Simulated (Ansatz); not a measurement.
# Lattice dynamics of LaIn (Pm-3m)

Wanted: vibrations and spectra of LaIn (Pm-3m); the cell is already relaxed. After the zone centre comes a 4×4×4 q mesh on a 12×12×12 k mesh.

Main program and level: Ansatz 0.2.0; DFT PBEsol, scalar-relativistic, plane waves, PAW; PAW set soft_1.

### 1. The starting structure

The structure is cubic, space group Pm-3m (No. 221). Conventional cell: a = 3.893 Å, b = 3.893 Å, c = 3.893 Å, α = 90.00°, β = 90.00°, γ = 90.00°. La has 8 In at 3.37 Å nearest. Nearest to In lie 8 La at 3.37 Å. Farther neighbours are not listed.

### 2. Zone-centre response

The cell comes from relaxations at this level that are not shown. The zone centre comes first: it holds the modes that light can see, as far as symmetry allows. No field response is asked, since the mesh shows no gap.

input.yaml

```yaml
crystal:
  lattice:
    - [3.8934998963, 0.0, 0.0]
    - [0.0, 3.8934998963, 0.0]
    - [0.0, 0.0, 3.8934998963]
  atoms:
    - { symbol: La, position: [0.5, 0.5, 0.5] }
    - { symbol: In, position: [0.0, 0.0, 0.0] }
kpoints:
  mp_grid: { grid: [12, 12, 12] }
hamiltonian:
  xc: pbesol
  pseudopotentials: { kind: paw, azcp: { folder: soft_1 }, xc_functional: pbe }
scf:
  occupations: { method: methfessel_paxton, width: 0.2 }
output:
  eigenvalues: true
phonons:
  method: dfpt
```

The run is started by

```bash
$ ansatz run input.yaml --threads 4 --pin off --max-ram 10240MiB --backend cpu --events-out ev --progress --plain --runs-dir out
```

Numbers of over 12 decimals in the logs are rounded to 6 here.

The program printed:

```text
Engine: ansatz 0.2.0, aarch64-unknown-linux-gnu
Pseudopotentials: kind: paw
Pseudopotential: La, paw, valence charge 11, recommended cutoff 420 eV (normal), soft_1/La.paw.azcp
Pseudopotential: In, paw, valence charge 13, recommended cutoff 420 eV (normal), soft_1/In.paw.azcp
Functional definition: PBEsol
  exchange = pbesol_x
  correlation = pbesol_c
Crystal: 2 atoms, lattice volume = 59.023 Å³
Basis set: ecut = 420 eV, 1189 PW (Γ), exchange–correlation on 54×54×54 points (8 copies of the dense FFT grid, shifted against one another)
Bands: 16, of which v1, the nominal top of the filled ones, is band 12 counted from 1 (11 counted from 0)
Symmetry: 48 space group operations
k-points: 196 of 1728 (irreducible under 8 space group operations, time reversal used)
Non-local potential: La, projectors of the file, l = 0: 3, l = 1: 2, l = 2: 2, l = 3: 3
Non-local potential: In, projectors of the file, l = 0: 2, l = 1: 2, l = 2: 2, l = 3: 1
PAW form: soft (Blöchl's): semilocal exchange-correlation on the pseudo side does not see the compensation charge
PAW frozen core: La, regenerated for the run's functional, and the local potential with it (the file was generated under x = pbe(κ = 0.804, μ = 0.219515), c = pbe(β = 0.066725))
PAW frozen core: In, regenerated for the run's functional, and the local potential with it (the file was generated under x = pbe(κ = 0.804, μ = 0.219515), c = pbe(β = 0.066725))
PAW one-centre angular grid: La, 590 points (default); XC on 64 Gauss nodes
PAW one-centre angular grid: In, 590 points (default); XC on 64 Gauss nodes
Initial density: superposition of atomic densities (chi_scale 0.1, normalization cell, long waves kept (reshape's long-wave potential 0.00 eV rms))
Initial wavefunctions: pseudopotential atomic-orbital guess
Functional: x = pbesol(κ = 0.804, μ = 0.123457), c = pbesol(β = 0.046)
SCF iter   1: F=—  HF=-11688.669305 eV  |F-HF|=—  |Δ(HF+E_count)|=         —  Δρ=3.85e-2  dr2=1.77e0  ethr=3.10e-3  ⟨swp⟩=3.9  Hψ=12507  notcnv=0
preconditioner: auto → Kerker (q_TF=auto, 2.348 Å⁻¹)  [metal: Δε(μ)=0.028 eV  Ē_g=11.490 eV  σ=0.200 eV  W_gap=0.12  n_scr=18 (ndim 8)  ℏωp=22.7 eV  f_vac=0.000  D(μ)=1.28/eV (n_scr^D=6)]
SCF iter   2: F=—  HF=-11688.132586 eV  |F-HF|=—  |Δ(HF+E_count)|=   5.37e-1  S|Δr|=    0.00e0  Δρ=1.83e-2  dr2=3.98e-1  ethr=3.10e-3  ⟨swp⟩=2.6  Hψ=7200  notcnv=0
SCF iter   3: F=—  HF=-11688.010040 eV  |F-HF|=—  |Δ(HF+E_count)|=   1.23e-1  S|Δr|=    0.00e0  Δρ=6.19e-3  dr2=3.76e-2  ethr=1.66e-3  ⟨swp⟩=3.3  Hψ=5547  notcnv=0
SCF iter   4: F=—  HF=-11687.996607 eV  |F-HF|=—  |Δ(HF+E_count)|=   1.34e-2  S|Δr|=    0.00e0  Δρ=1.07e-3  dr2=5.09e-4  ethr=1.56e-4  ⟨swp⟩=2.8  Hψ=5815  notcnv=0
SCF iter   5: F=—  HF=-11687.996610 eV  |F-HF|=—  |Δ(HF+E_count)|=   3.55e-6  S|Δr|=    0.00e0  Δρ=2.23e-4  dr2=3.64e-5  ethr=2.12e-6  ⟨swp⟩=2.3  Hψ=5231  notcnv=0
SCF iter   6: F=—  HF=-11687.996605 eV  |F-HF|=—  |Δ(HF+E_count)|=   5.22e-6  S|Δr|=    0.00e0  Δρ=6.89e-5  dr2=3.63e-6  ethr=1.52e-7  ⟨swp⟩=2.7  Hψ=5510  notcnv=0
SCF iter   7: F=—  HF=-11687.996603 eV  |F-HF|=—  |Δ(HF+E_count)|=   1.81e-6  S|Δr|=    0.00e0  Δρ=1.00e-5  dr2=6.30e-8  ethr=1.51e-8  ⟨swp⟩=2.1  Hψ=4002  notcnv=0
SCF iter   8: F=—  HF=-11687.996604 eV  |F-HF|=—  |Δ(HF+E_count)|=   8.42e-7  S|Δr|=    0.00e0  Δρ=2.21e-6  dr2=2.54e-9  ethr=2.62e-10  ⟨swp⟩=2.1  Hψ=5493  notcnv=0
SCF iter   9: F=—  HF=-11687.996604 eV  |F-HF|=—  |Δ(HF+E_count)|=  1.20e-10  S|Δr|=    0.00e0  Δρ=2.05e-7  dr2=1.54e-11  ethr=1.06e-11  ⟨swp⟩=2.4  Hψ=5176  notcnv=0
SCF iter  10: F=-11687.996604 eV  HF=-11687.996604 eV  |F-HF|=0.00e0  |Δ(HF+E_count)|=    0.00e0  S|Δr|=    0.00e0  Δρ=3.87e-8  dr2=7.50e-13  ethr=1.00e-12  ⟨swp⟩=6.2  Hψ=14279  notcnv=0
SCF 1 converged in 10 iterations: F = -11687.996604 eV  dr2 = 7.50e-13
  greatest PAW one-centre occupation: 0.982 electrons in one spin orbital (limit 2), on the In atom at site 1 (counted from 0), in its partial waves of l = 2
DFPT response loops at Γ: preconditioner auto → Kerker (q_TF=auto, 2.348 Å⁻¹) (partly filled bands, converged f_vac=0.000); β = 1.00, the filter's whole step (`scf.mixing.beta` (0.50) is not read by the response loops under this deck's `scf.mixing.preconditioner`; to damp them name `kerker` or `kerker_dos`, under which they read `scf.mixing.beta`, and type it under 1.00, their step now; both keys bind the ground state too); Broyden in place of MSR1
SCF converged after 10 iterations
Stability not checked: this state was not tested for a lower state beside it, because cold or Methfessel-Paxton smearing, or corrected tetrahedra, fill the levels in a way that the test cannot read (fill_not_monotonic; see scf.lower_state_search)
Free energy (F): -11687.996604 eV
Harris-Foulkes:  -11687.996604 eV  (|F-HF|=0.00e0)
Internal energy: -11688.000316 eV  (E = F + TS)
E sigma→0 (E₀):  -11687.997532 eV
Entropy (-TS):   0.003712 eV (1.856 meV/atom)
Fermi energy:    11.373422 eV
--- Per-component energies (eV) ---
  E_band       = -46.983483
  E_kinetic    = 404.975383
  E_local      = -1345.252707  (includes V_loc(G=0)·N_el)
  E_nonlocal   = 416.294919
  E_hartree    = 530.922588
  E_xc         = -284.789907
  E_vxc        = -235.834918  (∫ρ·V_xc dr)
  E_paw        = -9464.893056  (= ΣΔE_a)
  E_vpaw       = -349.011492  (= ΣTr[D̂ρ^β])
  E_aug_tail   = 0.000137  (compensation charges beyond the density's cutoff)
  E_ewald      = -1945.662612
  E_core_change = 0.404940  (= ΣΔE_core)
  E_smearing   = 0.003712  (= −TS)
  E_closure    = -0.000000  (closes the sum)
  Σ components = -11687.996604   (vs F -11687.996604, Δ=0.00e0)
--- Band table (eV; the first three rows and the last of 196) ---
  k-point 0: bands = [... 8 lower, -2.6951, 4.3012, 10.9007, 10.9007, 12.8692, 12.8692, 12.8692, 13.1811]
  k-point 1: bands = [... 8 lower, -2.6914, 4.4020, 10.9092, 10.9273, 12.7852, 12.8398, 12.8398, 13.1686]
  k-point 2: bands = [... 8 lower, -2.6811, 4.6907, 10.7776, 11.0037, 12.6531, 12.7302, 12.7302, 13.1313]
  k-point 195: bands = [... 8 lower, -2.5879, 8.3206, 8.8592, 8.8592, 8.8592, 13.2087, 13.2087, 13.2087]
--- Phonons (Γ-DFPT): 2 representative perturbations + reference, on 196 of 1728 k-points (Σ response iterations 6) ---
  k mesh reduced under 8 symmetry operations, with k and −k counted as one. Each operation leaves every solved perturbation unchanged. A smaller set is not used because it would not reduce the number of displacements times k-points to solve
  ASR residual: 5.023e-5 → 0.000e0 eV/Å²; symmetrization residual: 7.038e-6 eV/Å²
  ASR residual per site (eV/Å²): 5.02e-5 9.42e-6
  Γ frequencies (cm⁻¹): 0.00 0.00 0.00 103.09 103.09 103.09
  non-analytic LO–TO correction: not included (Born effective charges unavailable; polar crystals: no LO–TO splitting at Γ)
```

It took 17 s on 4 threads of Arm Neoverse V2, shared host; peak memory 1.1 GiB; 63 s of CPU time.

Numbers from this step:

- volume per atom: 29.51 Å³
- gap on the k-mesh: 0 eV
- sum-rule residual before enforcement: 5.02e-5 eV/Å²
- point group: m-3m
- highest optical mode at the zone centre (no LO-TO term): 103.1 cm⁻¹
- lowest optical zone-centre mode: 103.1 cm⁻¹

Patterns of degenerate modes are one choice out of their space. The modes at Γ (shares of kinetic energy by element, %):

```csv
mode,frequency (cm⁻¹),symmetry,La %,In %
1,0.0,acoustic,55,45
2,0.0,acoustic,55,45
3,0.0,acoustic,55,45
4,103.1,T1u,45,55
5,103.1,T1u,45,55
6,103.1,T1u,45,55
```

Displacements in mode 6 (103.1 cm⁻¹), the largest set to 1:
```
La1  0.00  0.00 -0.83
In2  0.00  0.00  1.00
```

Before it was imposed, the acoustic sum rule was missed by 5.0e-5 eV/Å². Small misses are needed for a sound result but don't prove that mesh and cutoff are converged. The lowest optical mode is real, 103 cm⁻¹.

### 3. Phonons on a q mesh

Stability and thermal properties need the whole zone. Linear response on a 4×4×4 q mesh gives force constants as far as a supercell of that size would.

Edit input.yaml of step 2 so:

```diff
@@ -19 +19,8 @@
   method: dfpt
+  qmesh: [4, 4, 4]
+  temperatures: { t_max: 1000, t_step: 50 }
+  qpath:
+    path:
+      - [[0.0, 0.0, 0.0], [0.0, 0.5, 0.0], [0.5, 0.5, 0.0], [0.0, 0.0, 0.0], [0.5, 0.5, 0.5], [0.0, 0.5, 0.0]]
+      - [[0.5, 0.5, 0.5], [0.5, 0.5, 0.0]]
+    npoints: 10
```

The program printed:

```text
[...]
Crystal: 2 atoms, lattice volume = 59.023 Å³
Basis set: ecut = 420 eV, 1189 PW (Γ), exchange–correlation on 54×54×54 points (8 copies of the dense FFT grid, shifted against one another)
Bands: 16, of which v1, the nominal top of the filled ones, is band 12 counted from 1 (11 counted from 0)
Symmetry: 48 space group operations
k-points: 84 of 1728
[...]
SCF iter   1: F=—  HF=-11688.669207 eV  |F-HF|=—  |Δ(HF+E_count)|=         —  Δρ=3.85e-2  dr2=1.77e0  ethr=3.10e-3  ⟨swp⟩=4.0  Hψ=5397  notcnv=0
[...]
SCF iter  10: F=-11687.996604 eV  HF=-11687.996604 eV  |F-HF|=1.82e-12  |Δ(HF+E_count)|=  3.64e-12  S|Δr|=    0.00e0  Δρ=4.63e-8  dr2=1.15e-12  ethr=1.00e-12  ⟨swp⟩=6.2  Hψ=6112  notcnv=0
SCF 1 converged in 10 iterations: F = -11687.996604 eV  dr2 = 1.15e-12
[...]
iter 1 solved again at ethr=5.10e-8 eV; its pass at ethr=3.10e-3 eV (dr2=1.22e-5 eV) is discarded
SCF iter   1: F=—  HF=-11687.996608 eV  |F-HF|=—  |Δ(HF+E_count)|=         —  Δρ=4.25e-7  dr2=7.78e-11  ethr=5.10e-8  ⟨swp⟩=3.2  Hψ=10341  notcnv=0
eigensolver tolerance schedule: the retry pair's looser diagonalisation over-reported the residual by 157344.50 of it (diagonalisation noise at an unbounded share of the residual, at the tolerance the schedule requests for it); recorded, not acted on — ethr = c·dr2/N_el stays at c = 1.0e-1
[...]
SCF iter   2: F=—  HF=-11687.996604 eV  |F-HF|=—  |Δ(HF+E_count)|=   3.62e-6  S|Δr|=    0.00e0  Δρ=1.92e-7  dr2=1.35e-11  ethr=1.00e-12  ⟨swp⟩=4.0  Hψ=3861  notcnv=0
SCF iter   3: F=-11687.996604 eV  HF=-11687.996604 eV  |F-HF|=5.46e-12  |Δ(HF+E_count)|=  1.46e-11  S|Δr|=    0.00e0  Δρ=1.26e-7  dr2=5.67e-12  ethr=1.00e-12  ⟨swp⟩=2.6  Hψ=2887  notcnv=0
SCF 2 converged in 3 iterations: F = -11687.996604 eV  dr2 = 5.67e-12
phonons: the bands overlap, so this run is a metal and interpolates without the dipole-dipole term. If the crystal is really an insulator or semiconductor, its LO-TO splitting is missing
NSCF: frozen V_eff on 84 k-points
WARN: eigensolver did not converge in 2 slots of this pass, the one above among them; of largest residual over every band (k=50): 1 band(s) unlocked (lowest unlocked band 15, counted from 0; max residual 1.24e-3 eV among the unlocked bands, 1.24e-3 eV over every band); of lowest unlocked band (k=49): band 15
[...]
DFPT response loops at q = (0, 0, 0) (fractional): preconditioner auto → Kerker (q_TF=auto, 2.348 Å⁻¹) (partly filled bands, converged f_vac=0.000); β = 1.00, the filter's whole step (`scf.mixing.beta` (0.50) is not read by the response loops under this deck's `scf.mixing.preconditioner`; to damp them name `kerker` or `kerker_dos`, under which they read `scf.mixing.beta`, and type it under 1.00, their step now; both keys bind the ground state too); Broyden in place of MSR1
[...]
SCF converged after 10 iterations
[...]
Free energy (F): -11687.996604 eV
[...]
Internal energy: -11688.000316 eV  (E = F + TS)
E sigma→0 (E₀):  -11687.997532 eV
Entropy (-TS):   0.003712 eV (1.856 meV/atom)
Fermi energy:    11.373422 eV
[...]
--- Band table (eV; the first three rows and the last of 84) ---
  k-point 0: bands = [... 8 lower, -2.6951, 4.3012, 10.9007, 10.9007, 12.8692, 12.8692, 12.8692, 13.1811]
  k-point 1: bands = [... 8 lower, -2.6914, 4.4020, 10.9092, 10.9273, 12.7852, 12.8398, 12.8398, 13.1686]
  k-point 2: bands = [... 8 lower, -2.6811, 4.6907, 10.7776, 11.0037, 12.6531, 12.7302, 12.7302, 13.1313]
  k-point 83: bands = [... 8 lower, -2.5879, 8.3206, 8.8592, 8.8592, 8.8592, 13.2087, 13.2087, 13.2087]
--- Phonons (Γ-DFPT): 2 representative perturbations + reference (Σ response iterations 6) ---
  ASR residual: 3.775e-5 → 0.000e0 eV/Å²; symmetrization residual: 4.183e-6 eV/Å²
  ASR residual per site (eV/Å²): 3.78e-5 1.14e-5
  Γ frequencies (cm⁻¹): 0.00 0.00 0.00 103.09 103.09 103.09
--- Phonons (arbitrary-q DFPT): 10 irreducible q on the 4×4×4 mesh ---
  q = [0.0000, 0.0000, 0.0000] (star 1, of the zone-centre solve; hermiticity 3.41e-6, symmetrization 6.58e-12): -0.00 -0.00 0.00 103.09 103.09 103.09
  q = [0.0000, 0.0000, 0.2500] (star 6, 4 solved perturbations in 1848 linear systems a pass and spin channel, the states on 588 of 1728 k-point pairs; hermiticity 2.84e-6, symmetrization 2.32e-12): 48.81 48.81 59.14 97.03 97.03 114.89
[...]
q = [0.0000, 0.2500, -0.5000] (star 12, 6 solved perturbations on 588 of 1728 k-point pairs; hermiticity 3.83e-6, symmetrization 8.78e-14): 50.01 54.10 70.22 84.83 133.57 137.75
[...]
sum rule: each row above includes the acoustic sum rule's correction from the zone centre's row sums; it moved no ω² by more than (0.27 cm⁻¹)²
  mesh force constants: q→R imaginary residual 4.32e-18; ASR residual 3.775e-5 → 0.000e0 eV/Å²; symmetrization residual 4.441e-15 eV/Å²
  interpolated dispersion: 62 rows × 6 modes
  density of states and harmonic sums: on the 16×16×16 q-mesh, interpolated from the force constants of a 4×4×4 supercell (no non-analytic term)
  largest difference from the sums on the solved wave vectors: F 3.88e-2 eV, S 5.05e-5 and C_V 1.17e-5 eV/K
  zero-point energy: 0.032696 eV/cell   skipped modes (ω ≤ 0): 6, of them read as no rigid motion or as one in doubt: 3 (4.395e-3 modes/cell left out, lowest -7.36 cm⁻¹)   left out of the sums: 8.54e-4 of the cell's modes: C_V's classical limit lies that fraction below 3 k_B per atom; for a crystal, a wire or a layer, F and S can be off by more, and a phonons.interpolated_qmesh denser along its periods is the remedy for the sampling
```

The job ended after 8.8 min (4 threads; peak memory 2.9 GiB).

This step gave:

* sum-rule residual before enforcement: 3.78e-5 eV/Å²
* lowest frequency on the path: -7.356 cm⁻¹
* highest frequency on the path or at a solved wavevector: 153.8 cm⁻¹
* lowest mode on the q mesh (acoustic modes at Γ apart): -7.36 cm⁻¹

Frequencies (cm⁻¹) solved at each irreducible wavevector; negative means imaginary. Frequencies by wavevector, by row:

```csv
q in reciprocal lattice units,star,mode 1,mode 2,mode 3,mode 4,mode 5,mode 6
0 0 0,1,0,0,0,103.1,103.1,103.1
0 0 0.25,6,48.8,48.8,59.1,97,97,114.9
0 0 -0.5,3,80.3,80.3,82.6,82.6,100.8,112.2
0 0.25 0.25,12,16.9,61,85.5,92.3,101.5,132.4
0 0.25 -0.5,12,50,54.1,70.2,84.8,133.6,137.8
0 -0.5 -0.5,3,-7.4,-7.4,61.3,88.6,153.8,153.8
0.25 0.25 0.25,8,52.8,52.8,62.7,120.3,122.9,122.9
0.25 0.25 -0.5,12,25.6,62.3,88.1,100.9,134.8,141.1
0.25 -0.5 -0.5,6,64.2,64.2,96.4,98.5,144.3,144.3
-0.5 -0.5 -0.5,1,108.4,108.4,108.4,117.5,117.5,117.5
```

(Continued in part 2 of 2.)

[Logs are printed without paths, hosts, clocks, repeated set-up lines and the standing remarks that a program may print on its own settings, such as how far it seeks lower states.]

[Hosts, paths, dates, database ids (printed as entryN), source tags and the programs' standing remarks are cut or masked in the printed files.]
